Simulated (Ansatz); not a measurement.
Consider WSeS (P-3m1).

It takes space group P-3m1 (No. 164, trigonal). The conventional cell has a = 3.248 Å, b = 3.248 Å, c = 13.459 Å, α = 90.00°, β = 90.00°, γ = 120.00°. Nearest to W lie 3 S at 2.42 Å and 3 Se at 2.53 Å. Se has 3 W at 2.53 Å nearest. Nearest to S lie 3 W at 2.42 Å. Farther neighbours and most contacts between anions are not listed.

```yaml
crystal:
  lattice:
    - [3.24811, 0.00000, 0.00000]
    - [-1.62406, 2.81295, 0.00000]
    - [0.00000, 0.00000, 13.45876]
  atoms:
    - { symbol: W, position: [0.33333, 0.66667, 0.25685] }
    - { symbol: W, position: [0.66667, 0.33333, 0.74315] }
    - { symbol: Se, position: [0.33333, 0.66667, 0.86928] }
    - { symbol: Se, position: [0.66667, 0.33333, 0.13072] }
    - { symbol: S, position: [0.66667, 0.33333, 0.37024] }
    - { symbol: S, position: [0.33333, 0.66667, 0.62976] }
```

The cell and positions are those that the Materials Project relaxed with its own functionals (PBE, PBE+U or r2SCAN), kept fixed. At the settings of the band run the largest force is still 0.34 eV/Å. Spin-orbit coupling is left out unless a run names it.

Gaps computed with Ansatz 0.2.0 without a self-energy: LDA 1.04 eV, LDA+SOC 0.99 eV, HSE06 1.65 eV and HSE06+SOC 1.58 eV.

Q: What gap should G0W0 on LDA give (9×9×2 mesh, 1238 empty bands, screening to 270 eV, hard PAW files)?

About 1.51 eV: on its mesh the run moves the gap from 1.13 eV by +0.47 eV, and the mesh misses the edges by 0.09 eV. Among the scalar-relativistic levels given, HSE06 is nearest (+0.14 eV). Spin-orbit coupling is not in that value; its −0.05 eV at the LDA level would bring it to about 1.46 eV. Bands and cutoff are finite, so the gap is not at the basis limit. The miss can reach some tenths of an eV and take either sign; the mesh is an error of its own. The many-body steps are scalar-relativistic: spin-orbit coupling is not in them.

[Paths, hosts, dates, memory and timing lines, banners, echoed tables and standing remarks are left out of the program output.]

[Logs are printed without paths, hosts, clocks, repeated set-up lines and the standing remarks that a program may print on its own settings, such as how far it seeks lower states.]

[Runs of the session that timed out or met a known fault of the program may be left out.]

[Cells called generated may have been cut or substituted from an entry of the Crystallography Open Database or the Materials Project.]

[Hosts, paths, dates, database ids (printed as entryN), source tags and the programs' standing remarks are cut or masked in the printed files.]
